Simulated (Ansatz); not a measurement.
# Localised basis functions on amorphous carbon (79 atoms), part 3 of 3

Wanted: errors and times of a linear-scaling basis for amorphous carbon (79 atoms). A setting counts as converged where the r.m.s. difference of forces stays under 1 % of the r.m.s. force.

Ansatz 0.2.0; Kohn-Sham DFT, PBE, PAW (set soft_2), plane waves.

The cell: 79 C. The quench rate of 500 K/ps is many orders above laboratory rates. The network of bonds at the start is that of the classical potential that made the cell.

So far. Step 11 (Support functions medium, radius 5.19 Å): Forces differ from the reference by 1.1 meV/Å r.m.s., 0.065 % of their size, well within a tolerance of 1 %; the energy by -3.5 meV/atom. It took 2.9 min and 25 cycles; the reference's time can't be set against it, since the two runs asked for unlike analyses.

### 12. A run with a doubtful setting

The input is spoilt on purpose; the run shows how that looks.

This step: Kohn-Sham DFT, PBE, PAW (set soft_2), localised support functions (low) (Ansatz 0.2.0).

input.yaml

```yaml
crystal:
  lattice:
    - [9.529, 0.0, 0.0]
    - [0.0, 9.529, 0.0]
    - [0.0, 0.0, 9.529]
  atoms:
    [... the 79 atom lines of step 2 ...]
kpoints:
  mp_grid: { grid: [2, 2, 2] }
hamiltonian:
  xc: pbe
scf:
  occupations: { method: fermi_dirac, width: 0.025 }
  eigensolver: { kind: { support_functions: { accuracy: low } } }
  max_iter: 100
  mixing: { beta: 1.0, preconditioner: none, ndim: 1 }
output:
  forces: true
```

Command:

```bash
ansatz run input.yaml --threads 4 --pin off --max-ram 8192MiB --backend cpu --events-out ev --progress --plain --runs-dir out
```

Numbers of over 12 decimals in the logs are rounded to 6 here.

Output:

```text
Warning: scf.eigensolver.kind.support_functions: disabling space-group detection — the functions' gradient is summed over unrotated k-points, so no spatial operation reduces the k-mesh or symmetrises the density; time reversal is kept, so that k and −k are solved as one point where they differ and the mesh holds both, and exact exchange and, on two spinor components, a DFT+U term hold to it where the run has them: [...]
settings of this run that can trade accuracy for cost: scf.eigensolver.kind.support_functions; scf.eigensolver.kind.support_functions.accuracy: low [...]
Engine: ansatz 0.2.0, x86_64-unknown-linux-gnu
Pseudopotentials: kind: paw
Pseudopotential: C, paw, valence charge 4, recommended cutoff 420 eV (normal), C.paw.azcp
[... 5 lines on functional and potentials left out ...]
Crystal: 79 atoms, lattice volume = 865.251 Å³
Basis set: ecut = 420 eV, 16879 PW (Γ), exchange–correlation on 128×128×128 points (8 copies of the dense FFT grid, shifted against one another)
Bands: 190, of which v1, the nominal top of the filled ones, is band 158 counted from 1 (157 counted from 0)
Symmetry: 1 space group operations
k-points: 8
[... 3 lines on functional and potentials left out ...]
Initial density: superposition of atomic densities (chi_scale 0.1, normalization cell)
Initial wavefunctions: pseudopotential atomic-orbital guess
Eigensolver: Support functions (low, 48×48×48 points, laid for a spacing of at most 0.228497 Å, radius 3.459905 Å, 7 sites without an atom, 1 species' potentials softened for the grid, 1 wholly corrected for its errors in the mean over positions, 1 with the egg-box correction, energy correction by stochastic trace)
Functional: x = pbe(κ = 0.804, μ = 0.219515), c = pbe(β = 0.066725)
SCF iter   1: F=—  HF=-19742.433753 eV  |F-HF|=—  |Δ(HF+E_count)|=         —  Δρ=8.79e-2  dr2=7.75e1  ethr=1.00e-1
SCF iter   2: F=—  HF=-19858.461865 eV  |F-HF|=—  |Δ(HF+E_count)|=    1.16e2  Δρ=1.51e-1  dr2=9.89e2  ethr=2.45e-2
SCF iter   3: F=—  HF=-24402.460961 eV  |F-HF|=—  |Δ(HF+E_count)|=    4.54e3  Δρ=5.37e-1  dr2=2.21e4  ethr=2.45e-2
SCF iter   4: F=—  HF=-68609.753373 eV  |F-HF|=—  |Δ(HF+E_count)|=    4.42e4  Δρ=1.09e0  dr2=1.07e5  ethr=2.45e-2
SCF iter   5: F=—  HF=-115414.090701 eV  |F-HF|=—  |Δ(HF+E_count)|=    4.68e4  Δρ=1.23e0  dr2=1.45e5  ethr=2.45e-2
SCF iter   6: F=—  HF=-104752.964145 eV  |F-HF|=—  |Δ(HF+E_count)|=    1.07e4  Δρ=1.16e0  dr2=1.31e5  ethr=2.45e-2
WARN: SCF iteration 6: the Harris–Foulkes energy stands at -1.0475e5 eV, against -19742.4338 eV at iteration 1 (that of least residual so far), and has stood under the runaway watch's bar for 3 iterations running; the SCF is not ended for it (`scf.max_iter` in the input reference has the rule and what to try)
SCF iter   7: F=—  HF=-100127.117345 eV  |F-HF|=—  |Δ(HF+E_count)|=    4.63e3  Δρ=1.11e0  dr2=1.27e5  ethr=2.45e-2
SCF iter   8: F=—  HF=-97876.222399 eV  |F-HF|=—  |Δ(HF+E_count)|=    2.25e3  Δρ=1.07e0  dr2=1.20e5  ethr=2.45e-2
SCF iter   9: F=—  HF=-107698.984837 eV  |F-HF|=—  |Δ(HF+E_count)|=         —  Δρ=1.33e0  dr2=1.54e5  ethr=2.45e-2
SCF iter  10: F=—  HF=-146821.794367 eV  |F-HF|=—  |Δ(HF+E_count)|=    3.91e4  Δρ=1.56e0  dr2=1.88e5  ethr=2.45e-2
[...]
Mixer restart at iter 40: flushing history
iteration 40: the SCF's residuals had fallen too slowly under its mixing. It goes on by minimising its free energy, and can end on another state than longer mixing would; under `scf.algorithm: density_mixing` no SCF does so, but by `scf.convergence.dm_fallback`
[...]
SCF iter  43: F=—  HF=-20258.499830 eV  |F-HF|=—  |Δ(HF+E_count)|=    6.35e3  Δρ=3.31e-1  dr2=5.43e3  ethr=6.00e-5
SCF iter  44: F=—  HF=-19776.138759 eV  |F-HF|=—  |Δ(HF+E_count)|=    4.82e2  Δρ=1.12e-1  dr2=6.01e2  ethr=6.00e-5
SCF iter  45: F=—  HF=-19716.019071 eV  |F-HF|=—  |Δ(HF+E_count)|=    6.01e1  Δρ=3.52e-2  dr2=4.09e1  ethr=6.00e-5
SCF iter  46: F=—  HF=-19740.287582 eV  |F-HF|=—  |Δ(HF+E_count)|=    2.43e1  Δρ=3.50e-2  dr2=8.34e0  ethr=6.00e-5
```

It took 82 s on 4 threads of AMD EPYC 9R45, shared host; peak memory 2.9 GiB.

Residual by cycle:

cycle, log10 residual and a bar from the least value:
```
        1        1.9 #######
        5        5.2 #############################
        9        5.2 #############################
       13        5.3 ##############################
       17        5.3 ##############################
       21        5.2 ##############################
       26        5.2 #############################
       30        5.3 ##############################
       34        5.3 ##############################
       38        5.2 ##############################
       42        4.5 ########################
       46        0.9
```

The run was cut off at its time limit.

After 46 cycles the residual stands at 8.3.

The change made on purpose: support_functions.accuracy = "low", scf.mixing.beta = 1.0, scf.mixing.ndim = 1 and scf.mixing.preconditioner = "none".

### 13. The ladder side by side

Differences are against the plane-wave reference (Kohn-Sham DFT, PBE, PAW (set soft_2), plane waves), whose r.m.s. force component is 1.75 eV/Å. Energies are set beside the reference only for runs with its functional, potentials and electron count. Times are for 4 threads of AMD EPYC 9R45, shared host. The reference's time includes the DOS, the stress and grids, which some other runs skip.

```csv
run,"Δ force, r.m.s. (meV/Å)",share of r.m.s. force (%),Δ energy (meV/atom),cycles,time,host memory (GiB)
reference,-,-,-,12,22 s,4.4
support functions medium,1.16,0.0664,-3.46,24,69 s,2.2
support functions low,1.19,0.0677,-3.46,22,61 s,2.2
support functions high,0.946,0.054,-3.48,34,2.9 min,4.5
"support functions medium, radius 3.36 Å",1.17,0.0666,-3.46,24,57 s,2.1
"support functions medium, radius 3.63 Å",1.17,0.0667,-3.46,25,64 s,2.4
"support functions medium, radius 3.88 Å",1.15,0.0656,-3.46,25,74 s,2.7
"support functions medium, radius 4.15 Å",1.14,0.0652,-3.46,25,86 s,3.0
"support functions medium, radius 4.67 Å",1.14,0.0653,-3.46,25,2 min,3.8
"support functions medium, radius 5.19 Å",1.14,0.0652,-3.46,25,2.9 min,4.8
```

### 14. The reference in detail

The comparisons rest on this run, so its electronic structure is set out here.

Neighbours are counted within 1.85 Å (C-C).

Length of the force by element and coordination:

```csv
element,coordination,atoms,mean length of the force (eV/Å),spread,least,most
C,all,79,2.78,1.21,0.814,6.06
C,2,9,2.63,1.09,1.21,4.53
C,3,70,2.80,1.23,0.814,6.06
```

The mean of these charges, 0.038 e, is only the charge that the projection spills.

Löwdin charges by element and coordination (they lack the spilled electrons, 0.038 e an atom on average):

```csv
element,coordination,atoms,mean charge (e),spread,least,most
C,all,79,0.0382,0.0285,-0.08,0.102
C,2,9,0.0127,0.0435,-0.08,0.0722
C,3,70,0.0414,0.0241,-0.023,0.102
```

Density of states as counts of states in windows of 1 eV (from the Fermi level), total and the larger projections:

```csv
from (eV),to (eV),total,C p,C s
-10,-9,15.5,11.9,3.4
-9,-8,19.1,16.3,2.5
-8,-7,24.6,22.5,1.8
-7,-6,29.8,28.0,1.5
-6,-5,21.1,20.1,0.9
-5,-4,16.5,15.7,0.7
-4,-3,15.0,14.3,0.7
-3,-2,19.3,18.4,0.8
-2,-1,21.0,19.9,1.0
-1,0,20.4,18.8,1.4
0,1,20.4,18.8,1.3
1,2,17.2,15.8,1.1
2,3,13.3,12.1,0.8
3,4,16.5,14.7,1.1
4,5,13.4,11.4,1.1
```

The curve was stored every 0.10 eV, coarse against its broadening of 0.08 eV, so these counts are rough.

Between -19 and -10 eV lie 112 more states.

The levels nearest the highest filled one (over half full), pooled over k-points and spins:

```csv
level less the highest filled one (eV),occupation
-0.0243,1.72
-0.0165,1.63
-0.0095,1.54
-0.0051,1.48
-0.0026,1.44
0,1.39
0.0213,0.991
0.0232,0.952
0.027,0.878
0.0341,0.741
0.0419,0.601
0.0547,0.41
```

Electrostatic potential energy in the bc plane at fractional x = 0.541, with atoms of C within 0.2 Å of it. With pseudopotentials it is smooth inside the atoms' cores, unlike the true potential.

Values in eV, 13 rows by 16 columns, each cell a mean:
```
  9   9   9   9   9   8   1 -41 -38   0   3 -13 -27  -1   8   9
  9   9   9   9   9   9   6 -14 -27  -2  -1 -26 -51 -15 -11   4
  7   8   9   8   9   8   4 -28 -51 -16 -38 -15  -4 -26 -53  -8
  7   6  -4 -13   3   3  -2  -5  -2   1 -11  -4   3  -5 -11   3
  6   4 -33 -53 -17 -44 -22   3   7   7   3  -4   2  -1  -1   5
  6   7  -1  -7  -5 -35 -21   2   7   6   3   3   6   6   6   5
  7   8   9   8   7 -10 -52 -24   5   5   0  -1   0   5   1   4
  6   8   9   9   8   0 -22  -7   5   6   3 -24 -36  -1  -7  -1
-11   5   6   5   7   8   6   6   7   6  -3 -17  -9   3   1 -17
 -9   3 -17 -40  -6   7   8   8   8   7  -2 -11   2   4   1 -15
  5   5 -14 -37 -18 -15   4   8   8   7   6   4  -3  -4   3   2
  9   9   7   3 -23 -36  -2   5   3  -9  -3 -18 -19   1   7   8
  9   9   9   8   5   0  -1 -19 -19 -19  -9 -43 -43   2   8   9
```
Columns run along b (9.5 Å; values clipped at the 3rd and 97th percentile), rows up along c (9.5 Å). Atoms in or near the plane, at fractional coordinates: C at (0.34, 0.61), C at (0.49, 0.97), C at (0.89, 0.80), C at (0.51, 0.82), C at (0.76, 0.89), C at (0.74, 0.04), C at (0.40, 0.47), C at (0.20, 0.22), C at (0.19, 0.65).

Valence density in the bc plane at fractional x = 0.541, with atoms of C within 0.2 Å of it. It is the smooth field of the valence electrons, not physical close to the nuclei.

Ten even steps from '_' (0.0 e/Å³) to '@' (1.9 e/Å³), each cell a mean:
```
____________________::==%%@@@@++::..::**%%**::________
____________________..--**@@##--....::**@@%%==..______
______________________::++%%##--....--##@@@@##==::..__
______________________::++@@@@**====**%%%%%%%%%%**==..
____________________..--##@@@@@@%%####**==--**@@%%**::
________....________..--**%%**++**##**==::..==%%@@++::
____..::------....::--====--::..::==++--::..--****--..
____..--##%%##++==++**==--..____..::----::::--====::__
____..==##@@@@@@@@@@%%++::________..----::::::::::....
____..::==******%%@@%%==..________..::::..............
________....::::==%%@@++::..____..::::....______......
________________::**@@%%==::____..::--::....__........
________________..++%%@@**--..__..::--====--::::--::..
..______________..--**%%++::..____..--**##**==--==--::
::..______________..----::..______..==%%@@**--::--==--
==::________________......______..::++@@##==....::==++
**--....::--::..________________..--**##++::____::++%%
**::..::++%%**--..______________..::====--......::++%%
--....--##@@@@**--..______________....::::::::::::====
..____::==##%%%%**==::..______________..::==--::::::::
________..--++##@@%%==..____..........::==++==::..____
__________..::++%%@@++::....::--====++**%%##--..______
____________..::==++==----==++****##%%@@@@##--________
________________..::--==##%%@@##++==++%%@@**::________
```
Columns run along b (9.5 Å), rows up along c (9.5 Å). Atoms in or near the plane, at fractional coordinates: C at (0.34, 0.61), C at (0.49, 0.97), C at (0.89, 0.80), C at (0.51, 0.82), C at (0.76, 0.89), C at (0.74, 0.04), C at (0.40, 0.47), C at (0.20, 0.22), C at (0.19, 0.65).

Löwdin charges run from -0.08 to +0.10 e, about a mean that is the spilled charge alone. Within 0.4 eV of the Fermi level the largest share is C p (93 % of the projected weight).

### 15. Distances and neighbours

These statistics describe the geometry on which the runs were made.

Density 1.82 g/cm³, 10.95 Å³ an atom.

Pair distribution function in bins of 0.1 Å:

```csv
r (Å),total
1.25,0.00
1.35,1.29
1.45,7.42
1.55,2.79
1.65,0.17
1.75,0.00
1.85,0.00
1.95,0.00
2.05,0.00
2.15,0.00
2.25,0.17
2.35,1.07
2.45,2.17
2.55,1.87
2.65,1.50
2.75,0.97
2.85,0.74
2.95,0.56
3.05,0.66
3.15,0.69
3.25,0.69
3.35,0.94
3.45,0.84
3.55,1.05
3.65,1.18
3.75,1.46
3.85,1.24
3.95,0.95
4.05,1.01
4.15,0.81
4.25,0.93
4.35,1.01
4.45,0.86
4.55,0.97
4.65,1.10
4.75,1.06
```

Bonds by pair of elements; cutoffs follow the first minimum of g(r), held within bounds set by covalent radii, and pairs that aren't listed don't count as bonded:

```csv
pair A-B,cutoff (Å),bonds,mean length (Å),spread (Å),shortest (Å),B about A,A about B
C-C,1.85,114,1.48,0.056,1.32,2.89,2.89
```

How many atoms have how many bonded neighbours:

```csv
element,mean,2,3
C,2.89,9,70
```

Rings of the network by King's shortest-path rule, up to 12 atoms, one path for each pair of neighbours; H, halogens, alkali and alkaline-earth atoms are left out, and the last column divides by all other atoms, bonded or not:

```csv
ring size (atoms),rings,per network atom
5,2,0.025
6,11,0.139
7,2,0.025
8,1,0.013
9,4,0.051
10,13,0.165
11,9,0.114
12,7,0.089
```

With the cutoffs above, 89 % of C atoms have 3 bonded neighbours. Read as hybridisation, 0 % of the carbon is sp3 and 89 % sp2. Rings of 10 atoms are the most common (27 % of those counted); sizes run from 5 to 12, where the search stops.

A closer look about C50, which has 2 bonded neighbours where the commonest count for C is 3: 9 atoms, nearest first, numbered in the order of the input, with positions taken from that point.

```csv
atom,x,y,z,distance (Å),bonds,Löwdin charge (e),Fx,Fy,Fz (eV/Å)
C50,0.00,0.00,0.00,0.00,2,0.03,-0.76,0.98,-0.92
C30,1.12,-0.85,-0.31,1.44,3,0.05,-1.11,2.49,0.19
C26,-1.00,1.08,0.03,1.47,3,0.04,1.91,-3.22,0.40
C7,-0.37,2.35,-0.41,2.41,3,0.08,0.50,0.18,-2.96
C38,1.59,-1.77,0.86,2.53,3,0.06,-2.64,-3.10,-0.73
C22,1.74,-1.32,-1.65,2.73,3,0.02,-0.99,-2.92,-1.13
C64,-2.39,1.55,0.66,2.92,3,0.05,3.80,0.16,1.45
C39,-0.37,-0.86,2.95,3.09,3,0.03,-1.05,2.92,0.76
C57,0.09,3.04,0.75,3.13,3,0.06,-0.32,2.52,0.79
```

The column of bonds counts only the pairs C-C within 1.85 Å; other neighbours, such as metal atoms beside each other in a compound, aren't counted, and periodic images can show an atom twice.

### 16. Outcome

```yaml
free_energy_per_atom: -249.8685 eV/atom
pressure: -12.64 GPa
r_m_s_force_component: 1.753 eV/Å
wall_time_of_the_11_dft_runs: 16 min
```

In words: Against plane waves at 420 eV, the forces differ by 1.2 meV/Å (0.066 %) with support functions medium, and by 0.95 meV/Å in the closest run (support functions high). At 79 atoms the fastest of the runs at a preset level, support functions low, takes roughly 2.8 times the time of plane waves (whose run also made extra analyses, so the like-for-like ratio is larger), in 22 SCF cycles against 12. Differences between support functions and plane waves include what basis error the plane-wave run still has. The force difference hardly changes among these support-function runs, which points to the basis of the plane-wave reference as its main source. As the radius goes from 3.36 to 5.19 Å, the force difference goes from 1.2 to 1.1 meV/Å, while the time lies between 57 s and 2.9 min.

25 levels are partly filled, by over 2 % (on the run's k-points): no clear gap opens at this level. Levels of broken or missing bonds inside a gap of the host would look the same. With the cutoffs above, 89 % of C atoms have 3 bonded neighbours. Read as hybridisation, 0 % of the carbon is sp3 and 89 % sp2.

**Limits.** The force components of 1.8 eV/Å r.m.s. reflect the temperature of the frame as well as the gap between the generating potential and DFT. The stress is far from hydrostatic: its diagonal is -17.2, -11.8, -9.0 GPa, compression counted positive. The pressure of -13 GPa is that of one thermal frame, in which the classical model's bond lengths enter as well as the volume, without the kinetic term.

[Logs are printed without paths, hosts, clocks, repeated set-up lines and the standing remarks that a program may print on its own settings, such as how far it seeks lower states.]

[Hosts, paths, dates, database ids (printed as entryN), source tags and the programs' standing remarks are cut or masked in the printed files.]
